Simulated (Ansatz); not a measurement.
# Ba (Im-3m, 1 atom in the cell): converging a phonon calculation, part 3 of 3

Wanted: convergence of the phonons of Ba (Im-3m, 1 atom in the cell) against cost.

Ansatz 0.2.0; DFT PBE, scalar-relativistic, plane waves, PAW.

So far. Step 12 (Another k mesh, k-mesh 18×18×18, q mesh 2×2×2): Against step 4 (now k-mesh 18×18×18), the lowest mode on the q mesh (acoustic modes at Γ apart) goes from 24.4 cm⁻¹ to 24.0 cm⁻¹ and the Debye temperature (second moment) goes from 100 K to 101 K. The relaxed cell has a = 5.018 Å (conventional setting).

The database entry behind the starting cell differs from later determinations by our own check (0.1 to 0.3 % short, probably kX units), so it need not match the best structure at ambient conditions.

### Step 16. Another cutoff, cutoff 290 eV, q mesh 2×2×2

The cutoff is set to 290 eV on a small fixed q mesh.

Input file input.yaml:

```yaml
crystal:
  lattice:
    - [-2.5091362258, 2.5091362258, 2.5091362258]
    - [2.5091362258, -2.5091362258, 2.5091362258]
    - [2.5091362258, 2.5091362258, -2.5091362258]
  atoms:
    - { symbol: Ba, position: [0.0, 0.0, 0.0] }
kpoints:
  mp_grid: { grid: [12, 12, 12] }
hamiltonian:
  xc: pbe
scf:
  occupations: { method: methfessel_paxton, width: 0.2 }
output:
  eigenvalues: true
phonons:
  method: dfpt
  qmesh: [2, 2, 2]
  temperatures: { t_max: 1000, t_step: 50 }
  qpath:
    path:
      - [[0.0, 0.0, 0.0], [0.5, -0.5, 0.5], [0.0, 0.0, 0.5], [0.0, 0.0, 0.0], [0.25, 0.25, 0.25], [0.5, -0.5, 0.5]]
      - [[0.25, 0.25, 0.25], [0.0, 0.0, 0.5]]
    npoints: 10
basis:
  ecutwfc: 290
```

Command:

```
> ansatz run input.yaml --threads 4 --pin off --max-ram 7168MiB --backend cpu --events-out ev --progress --plain --runs-dir out
```

Numbers of over 12 decimals in the logs are rounded to 6 here.

Output:

```text
[...]
Crystal: 1 atoms, lattice volume = 63.188 Å³
Basis set: ecut = 290 eV, 683 PW (Γ), exchange–correlation on 50×50×50 points (8 copies of the dense FFT grid, shifted against one another)
Bands: 9, of which v1, the nominal top of the filled ones, is band 5 counted from 1 (4 counted from 0)
Symmetry: 48 space group operations
k-points: 72 of 1728
[...]
SCF iter   1: F=—  HF=-5949.521857 eV  |F-HF|=—  |Δ(HF+E_count)|=         —  Δρ=1.26e-3  dr2=1.10e-3  ethr=1.77e-3  ⟨swp⟩=6.3  Hψ=5312  notcnv=0
[...]
SCF iter   8: F=-5949.522146 eV  HF=-5949.522146 eV  |F-HF|=1.82e-12  |Δ(HF+E_count)|=  1.01e-10  S|Δr|=    0.00e0  Δρ=8.58e-8  dr2=4.72e-12  ethr=1.00e-12  ⟨swp⟩=5.8  Hψ=2547  notcnv=0
SCF 1 converged in 8 iterations: F = -5949.522146 eV  dr2 = 4.72e-12
[...]
SCF converged after 8 iterations
[...]
Free energy (F): -5949.522146 eV
[...]
Internal energy: -5949.523354 eV  (E = F + TS)
E sigma→0 (E₀):  -5949.522448 eV
Entropy (-TS):   0.001208 eV (1.208 meV/atom)
Fermi energy:    5.801456 eV
[...]
--- Band table (eV; the first three rows and the last of 72) ---
[...]
ASR residual: 1.655e-5 → 0.000e0 eV/Å²; symmetrization residual: 3.316e-14 eV/Å²
  ASR residual per site (eV/Å²): 1.66e-5
  Γ frequencies (cm⁻¹): 0.00 0.00 0.00
--- Phonons (arbitrary-q DFPT): 3 irreducible q on the 2×2×2 mesh ---
[...]
interpolated dispersion: 62 rows × 3 modes
[...]
```

Run time: 9.5 s. Hardware: 4 threads of Arm Neoverse V2, shared host; peak memory 0.75 GiB.

The run finished; it serves as a test, and its numbers are not taken as the result.

### Step 17. Another cutoff, cutoff 360 eV, q mesh 2×2×2

The cutoff is set to 360 eV on a small fixed q mesh.

input.yaml: that of step 16 with these lines changed.

```diff
@@ -25,2 +25,2 @@
 basis:
-  ecutwfc: 290
+  ecutwfc: 360
```

Output:

```text
[...]
Crystal: 1 atoms, lattice volume = 63.188 Å³
Basis set: ecut = 360 eV, 959 PW (Γ), exchange–correlation on 54×54×54 points (8 copies of the dense FFT grid, shifted against one another)
Bands: 9, of which v1, the nominal top of the filled ones, is band 5 counted from 1 (4 counted from 0)
Symmetry: 48 space group operations
k-points: 72 of 1728
[...]
E sigma→0 (E₀):  -5949.539587 eV
Entropy (-TS):   0.001204 eV (1.204 meV/atom)
Fermi energy:    5.800096 eV
[...]
--- Band table (eV; the first three rows and the last of 72) ---
[...]
ASR residual: 2.876e-5 → 0.000e0 eV/Å²; symmetrization residual: 2.842e-14 eV/Å²
  ASR residual per site (eV/Å²): 2.88e-5
  Γ frequencies (cm⁻¹): 0.00 0.00 0.00
--- Phonons (arbitrary-q DFPT): 3 irreducible q on the 2×2×2 mesh ---
[...]
interpolated dispersion: 62 rows × 3 modes
[...]
[key lines of the parts left out:]
SCF converged after 8 iterations
Free energy (F): -5949.539286 eV
```

Elapsed: 13 s, on 4 threads; peak memory 0.83 GiB; 48 s of CPU time.

### Step 18. Another cutoff, cutoff 550 eV, q mesh 2×2×2

The cutoff is set to 550 eV on a small fixed q mesh.

input.yaml: that of step 17 with these lines changed.

```diff
@@ -25,2 +25,2 @@
 basis:
-  ecutwfc: 360
+  ecutwfc: 550
```

Output:

```text
[...]
Crystal: 1 atoms, lattice volume = 63.188 Å³
Basis set: ecut = 550 eV, 1865 PW (Γ), exchange–correlation on 72×72×72 points (8 copies of the dense FFT grid, shifted against one another)
Bands: 9, of which v1, the nominal top of the filled ones, is band 5 counted from 1 (4 counted from 0)
Symmetry: 48 space group operations
k-points: 72 of 1728
[...]
E sigma→0 (E₀):  -5949.540167 eV
Entropy (-TS):   0.001205 eV (1.205 meV/atom)
Fermi energy:    5.799950 eV
[...]
--- Band table (eV; the first three rows and the last of 72) ---
[...]
ASR residual: 2.311e-5 → 0.000e0 eV/Å²; symmetrization residual: 7.579e-14 eV/Å²
  ASR residual per site (eV/Å²): 2.31e-5
  Γ frequencies (cm⁻¹): 0.00 0.00 0.00
--- Phonons (arbitrary-q DFPT): 3 irreducible q on the 2×2×2 mesh ---
[...]
interpolated dispersion: 62 rows × 3 modes
[...]
[key lines of the parts left out:]
SCF converged after 8 iterations
Free energy (F): -5949.539866 eV
```

Elapsed: 24 s, on 4 threads; peak memory 1.3 GiB.

Frequencies (cm⁻¹) solved at each irreducible wavevector; negative means imaginary. Frequencies by wavevector, by row:

| q in reciprocal lattice units | star | mode 1 | mode 2 | mode 3 |
| --- | --- | --- | --- | --- |
| 0 0 0 | 1 | 0 | 0 | 0 |
| 0 0 -0.5 | 6 | 24.4 | 52.2 | 74.9 |
| -0.5 -0.5 -0.5 | 1 | 74.4 | 74.4 | 74.4 |

Against step 4 (now cutoff 550 eV), the highest frequency on the path or at a solved wavevector stays at 74.9 cm⁻¹. The highest frequency on the path or at a solved wavevector moves by under 1 % between these two settings.

### Step 19. What came out

| Item | Value |
| --- | --- |
| mean frequency, q mesh 2×2×2 | 51.6 cm⁻¹ |
| mean frequency, q mesh 6×6×6 | 50.4 cm⁻¹ |
| lowest mode on the q mesh (acoustic modes at Γ apart), k-mesh 4×4×4 | 10.2 cm⁻¹ |
| lowest mode on the q mesh (acoustic modes at Γ apart), k-mesh 6×6×6 | 19.9 cm⁻¹ |
| lowest mode on the q mesh (acoustic modes at Γ apart), k-mesh 8×8×8 | 25.9 cm⁻¹ |
| lowest mode on the q mesh (acoustic modes at Γ apart), k-mesh 12×12×12 | 24.4 cm⁻¹ |
| lowest mode on the q mesh (acoustic modes at Γ apart), k-mesh 18×18×18 | 24.0 cm⁻¹ |
| lowest mode on the q mesh (acoustic modes at Γ apart), cutoff 170 eV | 29.3 cm⁻¹ |
| lowest mode on the q mesh (acoustic modes at Γ apart), cutoff 230 eV | 22.4 cm⁻¹ |
| lowest mode on the q mesh (acoustic modes at Γ apart), cutoff 290 eV | 23.9 cm⁻¹ |
| lowest mode on the q mesh (acoustic modes at Γ apart), cutoff 360 eV | 24.4 cm⁻¹ |
| lowest mode on the q mesh (acoustic modes at Γ apart), cutoff 550 eV | 24.4 cm⁻¹ |

Over the whole k mesh series, coarse runs included, the lowest mode on the q mesh (acoustic modes at Γ apart) runs from 10.2 to 25.9 cm⁻¹; from 12×12×12 on all solved modes stay within 0.3 cm⁻¹ of the finest run (18×18×18), against a tolerance of 1.0. Over the whole cutoff series, coarse runs included, the lowest mode on the q mesh (acoustic modes at Γ apart) runs from 22.4 to 29.3 cm⁻¹; from 290 eV on all solved modes stay within 0.4 cm⁻¹ of the finest run (550 eV), against a tolerance of 1.0. All runs share the cell relaxed at the base settings, which is not exactly at rest under another k mesh or cutoff. With no gap, or one that is small against the smearing, the frequencies hang on the k mesh and the smearing, most of all near Kohn anomalies. Spin-orbit coupling is left out, which can matter for the heavy elements here. These are harmonic frequencies at zero temperature: anharmonic shifts, linewidths and thermal expansion are left out.

[Logs are printed without paths, hosts, clocks, repeated set-up lines and the standing remarks that a program may print on its own settings, such as how far it seeks lower states.]

[Hosts, paths, dates, database ids (printed as entryN), source tags and the programs' standing remarks are cut or masked in the printed files.]
